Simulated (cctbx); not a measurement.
## LuCoPb across an absorption edge

Space group Pnma (no. 62), a = 7.4590 Å, b = 4.6170 Å, c = 7.5390 Å, α = 90.00°, β = 90.00°, γ = 90.00°.

```
atom  mult.       x    y       z  Ueq (Å²)
 Pb1      4  0.2023  3/4  0.8967    0.0078
 Lu1      4  0.5181  3/4  0.1928    0.0089
 Co1      4  0.3561  3/4  0.5592    0.0183
```

The model was made for the exercise: a known structure type with other elements put in, its volume estimated, not relaxed; displacement parameters are assumed.

Calculated with cctbx: free-atom f′ and f″ from the Sasaki tables, no fine structure; amplitudes in electrons.

```csv
E (eV),F 1 1 2,F 1 0 2,F 0 2 0,F 2 1 0
12435,254.0,205.1,524.2,108.9
12785,253.0,199.0,519.1,105.4
12915,251.7,194.0,514.1,102.4
12975,250.4,189.2,509.2,99.5
13005,249.0,184.4,504.2,96.6
13020,247.6,179.8,499.2,93.8
13027,246.4,175.7,494.9,91.3
13031,245.1,171.5,490.4,88.7
13039,244.9,171.0,489.8,89.2
13043,246.8,177.0,496.4,92.9
13050,248.3,181.9,501.7,95.8
13065,249.9,187.1,507.3,98.9
13095,251.6,192.1,512.8,102.0
13185,253.7,198.7,520.0,105.9
13435,256.2,205.3,527.8,110.0
```

**Question.** Which edge is crossed, and why do the reflections move as they do?

The L3 edge of Pb. The edge is at 13035 eV. f′ of Pb falls from -12.2 e at 12915 eV to -18.4 e at 4 eV below it, and f″ steps from 3.94 to 10.12 e across it. Over that approach |F| changes by -3 % (1 1 2), -12 % (1 0 2), -5 % (0 2 0) and -13 % (2 1 0): a reflection falls where Pb scatters in phase with the total and rises where it scatters against it; it hardly moves where the Pb term is small or cancels by symmetry. Above the edge the larger f″ enters the imaginary part, where it can add to or cancel the other atoms' f″. The structure is centrosymmetric, so Friedel mates stay equal.

[Logs are printed without paths, hosts, clocks, repeated set-up lines and the standing remarks that a program may print on its own settings, such as how far it seeks lower states.]
